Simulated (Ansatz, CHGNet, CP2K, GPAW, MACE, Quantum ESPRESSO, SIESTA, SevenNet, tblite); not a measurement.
# Running random wurtzite alloy of AlN and GaN (72 atoms) with tblite

Wanted: tblite inputs and outputs for random wurtzite alloy of AlN and GaN (72 atoms), checked against a plane-wave reference.

Method: the method is named at each step, in tblite 0.8.0.

## Step 1: Set-up

The cell holds 72 atoms: 22 Ga, 36 N and 14 Al. Its edges and angles: a = 9.477 Å, b = 9.477 Å, c = 10.212 Å, α = 90.0°, β = 90.0°, γ = 120.0°. It derives from AlN (wurtzite), repeated 3×3×2. Wurtzite AlN, 3 x 3 x 2 conventional cells, 22 of 36 Al sites given to Ga at random (x = 0.611), lattice by Vegard's rule (a = 3.159 Å, c = 5.106 Å); not relaxed, displaced by a Gaussian of 0.02 Å. Then every atom was moved at random, 0.02 Å r.m.s. a Cartesian component.

The yardstick, on the same geometry:

```
method                                           : Kohn-Sham DFT, PBE, SSSP efficiency 1.3.0 pseudopotentials, plane waves (Quantum ESPRESSO 7.5); sssp-pbe-1.3.0-efficiency, cutoffs 60/480 Ry, Γ point
r.m.s. force component                           : 0.7577 eV/Å
longest force                                    : 3.164 eV/Å
pressure                                         : 5.721 GPa
gap (highest filled to lowest empty level) : 2.662 eV
time                                             : 8 min on 2 MPI ranks of Arm Neoverse V1, shared host
CPU time                                         : 16 min
```

## Step 2: GFN1-xTB

Method: GFN1-xTB tight binding, diagonalisation.

The input, run.py:

```python
import numpy as np
from ase.io import read
from tblite.ase import TBLite

atoms = read("structure.xyz")
atoms.calc = TBLite(method="GFN1-xTB", electronic_temperature=580, accuracy=1.0, max_iterations=250, mixer_damping=0.4, verbosity=1)
energy = atoms.get_potential_energy()
forces = atoms.get_forces()
print(f"energy {energy:.6f} eV")
print("forces (eV/A)")
for i, (a, f) in enumerate(zip(atoms, forces)):
    print(f"{i:4d} {a.symbol:2s} {f[0]:10.5f} {f[1]:10.5f} {f[2]:10.5f}")
stress = -atoms.get_stress(voigt=False) * 160.21766
print("stress (GPa, compression positive)")
for row in stress:
    print(" ".join(f"{x:10.4f}" for x in row))
print("charges (e)")
print(np.array2string(atoms.get_charges(), precision=4, suppress_small=True, max_line_width=110, threshold=100000))
```

The input, structure.xyz:

```xyz
72
Lattice="9.47730 0.00000 0.00000 -4.73865 8.20758 0.00000 0.00000 0.00000 10.21220" Properties=species:S:1:pos:R:3 pbc="T T T"
Ga 4.72420 8.20405 0.00725
N -0.02701 1.85984 0.65552
Al -0.03161 1.83037 2.54182
N 9.40944 0.03874 3.15424
Ga 0.01360 0.02487 5.13061
N -0.01322 1.81133 5.73129
Al -0.03170 1.80542 7.67937
N 0.02369 0.03825 8.27770
Ga 7.87208 2.76210 0.02308
N -1.66341 4.54183 0.62335
Ga -1.59039 4.55192 2.54386
N 7.87322 2.73452 3.17089
Ga -1.57167 2.77490 5.06178
N -1.55049 4.57589 5.77183
Al -1.64275 4.52558 7.68172
N -1.58953 2.76136 8.27198
Ga 6.26331 5.43022 10.19402
N -3.16641 7.27577 0.61069
Al -3.15002 7.26198 2.59666
N 6.27122 5.45427 3.17824
Ga 6.25857 5.48669 5.11703
N -3.13609 7.29219 5.70750
Ga -3.11874 7.27380 7.64720
N -3.17082 5.49777 8.26218
Al -1.55541 8.20577 10.19688
N 3.20143 1.85442 0.63489
Al 3.12969 1.83472 2.57123
N -1.60394 8.20676 3.16588
Ga -1.57655 8.18329 5.13316
N 3.17641 1.75199 5.73568
Al 3.16243 1.80197 7.68080
N 3.16888 0.01814 8.29241
Al 1.61237 2.76563 10.19382
N 1.57513 4.59575 0.62397
Al 1.62152 4.52968 2.54529
N 1.58427 2.77096 3.20122
Ga 1.61090 2.73994 5.11866
N 1.62441 4.60938 5.70331
Ga 1.60763 4.60544 7.70572
N 1.61351 2.76875 8.22868
Ga -0.04497 5.49506 10.17156
N -0.00393 7.32026 0.66390
Ga -0.01147 7.28012 2.52711
N 0.00948 5.43522 3.16272
Al -0.01170 5.48455 5.12704
N -0.04781 7.33503 5.73241
Ga 0.02047 7.29457 7.67549
N 0.04383 5.51623 8.25626
Ga 6.37789 0.05425 0.02716
N 6.35396 1.82487 0.59772
Ga 6.31477 1.85007 2.53467
N 1.59678 8.17828 3.18825
Ga 6.29127 0.02077 5.13572
N 6.28952 1.86755 5.72853
Ga 6.32529 1.81609 7.69877
N 1.61531 8.20134 8.29588
[... 12 atom lines left out ...]
Al 3.18864 5.41881 5.14879
N 3.16442 7.28628 5.67941
Ga 3.12519 7.30319 7.64210
N 3.09292 5.46395 8.29118
```

Started as:

```
$ OMP_NUM_THREADS=1 python run.py > output.txt
```

The program printed:

```text
------------------------------------------------------------
  cycle        total energy    energy error   density error
------------------------------------------------------------
      1     -135.6942560286  -1.3586446E+02   9.9965761E-01
      2     -119.8705838788   1.5823672E+01   1.0463170E+00
      3     -154.7275734720  -3.4856990E+01   4.8652749E-01
      4     -158.8491721119  -4.1215986E+00   2.7285642E-01
      5     -160.2736442407  -1.4244721E+00   1.6040065E-01
      6     -162.0200150742  -1.7463708E+00   5.7313040E-02
      7     -162.2034868418  -1.8347177E-01   2.9988402E-02
      8     -162.2299521583  -2.6465317E-02   1.6729013E-02
      9     -162.2364605697  -6.5084114E-03   7.9975888E-03
     10     -162.2379170384  -1.4564688E-03   3.4198940E-03
     11     -162.2378904349   2.6603561E-05   2.8198127E-03
     12     -162.2384539573  -5.6352241E-04   6.6851951E-04
     13     -162.2384611641  -7.2068124E-06   4.3110726E-04
     14     -162.2384642909  -3.1268177E-06   2.7842580E-04
     15     -162.2384655949  -1.3039730E-06   1.2482103E-04
     16     -162.2384659521  -3.5724364E-07   4.2599122E-05
     17     -162.2384659940  -4.1915115E-08   1.8157288E-05
------------------------------------------------------------
 total:                                   7.032 sec
energy -4414.733526 eV
forces (eV/A)
   0 Ga    1.06833    0.83825   -0.25612
   1 N     0.82375    0.23668   -0.14225
   2 Al    0.55602    0.23797    0.18168
   3 N     1.22776   -0.06830    0.34335
   4 Ga   -0.21225   -0.29879   -1.08539
   5 N     0.02062    0.55322    0.93044
   6 Al    0.51999    0.81038   -0.34034
   7 N    -0.30156   -0.37354   -0.08890
   8 Ga    0.81833   -0.40737   -0.92127
   9 N     0.75077    0.60237    0.04200
  10 Ga   -0.07837    0.45820    0.34985
  11 N     0.63493   -0.23654   -0.24941
  12 Ga    0.03860   -0.04015    0.52824
  13 N    -0.18705    0.37799    0.29374
  14 Al    0.65580    0.69177   -0.39434
  15 N     0.58963   -0.21456    0.34922
  16 Ga    0.17652    0.95392   -0.43617
  17 N     0.72412    0.22793    0.76841
  18 Al   -0.58687    0.45864   -0.64692
  19 N     0.02701    0.11971    0.00202
  20 Ga    0.99660   -0.51917   -0.56147
  21 N    -0.51650    0.09017    0.52138
  22 Ga   -0.24811    0.70041    0.04176
  23 N    -0.32904   -1.16327    0.01852
[...]
64 Ga   -0.52526    0.03507   -0.12980
  65 N    -0.34103   -0.98240    0.02615
  66 Ga    0.31657   -0.15114    0.22282
  67 N    -0.00877   -0.76435    1.01698
  68 Al    0.02839    0.67657   -1.24376
  69 N    -0.17695   -0.50768    0.63437
  70 Ga    1.13510   -0.28049   -0.57868
  71 N     2.32880    0.74847    0.41718
stress (GPa, compression positive)
   19.3028     0.1752    -0.0638
    0.1752    19.5875    -0.3966
   -0.0638    -0.3966    21.8809
charges (e)
[ 0.4134 -0.4142  0.4146 -0.4222  0.4055 -0.4015  0.3952 -0.4107  0.4128 -0.395   0.4137 -0.4055  0.4039
 -0.4105  0.3974 -0.4076  0.4132 -0.4211  0.4044 -0.4191  0.4119 -0.3938  0.4135 -0.4129  0.405  -0.4097
  0.4273 -0.4181  0.4182 -0.4116  0.4203 -0.4082  0.41   -0.4166  0.4249 -0.4101  0.4193 -0.4099  0.4297
 -0.4162  0.3965 -0.4062  0.4107 -0.4158  0.3948 -0.4037  0.4044 -0.4071  0.4045 -0.4092  0.4089 -0.4106
  0.3972 -0.4076  0.4062 -0.4007  0.4085 -0.4043  0.4269 -0.4162  0.4112 -0.3999  0.3963 -0.4142  0.4107
 -0.4036  0.427  -0.4232  0.4081 -0.4073  0.3864 -0.4082]
```

It took 7.7 s on 1 thread of Arm Neoverse V1, shared host; peak memory 0.12 GiB.

Banners, paths, timers and routine set-up lines are dropped from the logs unmarked, and long logs keep their key lines alone; longer cuts are marked.

Against the reference:

```yaml
r_m_s_force_component: 0.5789 eV/Å
r_m_s_difference_of_force_components: 313.4 meV/Å
longest_difference_of_force_vectors: 918.3 meV/Å
force_difference_over_r_m_s_force: 41.36 %
slope_of_forces_against_the_reference_s: 0.7063
correlation_of_force_components: 0.9245
pressure: 20.26 GPa
pressure_difference: 14.54 GPa
```

Length of the force difference by element (eV/Å):

| element | atoms | mean | most |
| --- | --- | --- | --- |
| Al | 14 | 0.44 | 0.72 |
| Ga | 22 | 0.42 | 0.76 |
| N | 36 | 0.57 | 0.92 |

The surroundings of N68, picked at random, nearest first, numbered as they follow in the input and with coordinates relative to it.

| atom | x | y | z | distance (Å) | bonds | Mulliken charge (e) | Fx | Fy | Fz (eV/Å) |
| --- | --- | --- | --- | --- | --- | --- | --- | --- | --- |
| N68 | 0.00 | 0.00 | 0.00 | 0.00 | 4 | -0.42 | -0.01 | -0.76 | 1.02 |
| Ga67 | -0.03 | 1.81 | -0.59 | 1.90 | 4 | 0.43 | 0.32 | -0.15 | 0.22 |
| Al59 | 1.56 | -0.92 | -0.61 | 1.91 | 4 | 0.43 | -0.21 | -0.08 | 0.65 |
| Al35 | -1.56 | -0.94 | -0.60 | 1.91 | 4 | 0.42 | -0.20 | 0.46 | -0.14 |
| Al69 | 0.01 | -0.05 | 2.01 | 2.01 | 4 | 0.41 | 0.03 | 0.68 | -1.24 |
| N58 | 1.56 | -0.87 | -2.46 | 3.04 | 4 | -0.40 | -0.24 | -1.33 | -0.28 |
| N20 | 3.09 | -0.02 | 0.04 | 3.09 | 4 | -0.42 | 0.03 | 0.12 | 0.00 |
| N34 | -1.60 | -0.88 | -2.52 | 3.11 | 4 | -0.42 | -0.27 | -0.42 | 0.34 |
| N38 | -1.55 | -0.86 | 2.56 | 3.12 | 4 | -0.41 | -0.74 | 0.11 | 0.57 |

Atoms are counted from 1 here, from 0 in the log.

Forces lie 41 % from the reference's, at 0.0081 times its CPU time (on 1 against 2 cores).

## Step 3: What came out

```json
{"force difference from the reference": "tblite GFN1-xTB, 41 %", "its CPU time": "7.7 s"}
```

**Reading.** Tight binding differs by 41 % (tblite GFN1-xTB); it is another model, with fitted parameters of its own, and the xTB methods hold dispersion. One electronic-structure run takes under half the reference's CPU time: tblite GFN1-xTB, at 41 % in 7.7 s against 16 min; its pressure misses by +14.5 GPa. Periodic xTB results under one method name differ between programs and library versions. The reference's pressure holds the uncorrected Pulay stress of its 60 Ry basis, so small pressure differences, and their order, may be the reference's own error. The host structure and its lattice constant were typed by rule, without a check against the phase diagram. The reference's pressure of 5.7 GPa belongs to a cell and atoms that aren't relaxed at this level. The electronic-structure runs sample only Γ, in a cell whose shortest periodic width is 8 Å.

[Also dropped from logs without a mark: logging warnings of Python, and SIESTA's first energy breakdown and zero terms.]

[Logs are printed without paths, hosts, clocks, repeated set-up lines and the standing remarks that a program may print on its own settings, such as how far it seeks lower states.]

[Hosts, paths, dates, database ids (printed as entryN), source tags and the programs' standing remarks are cut or masked in the printed files.]
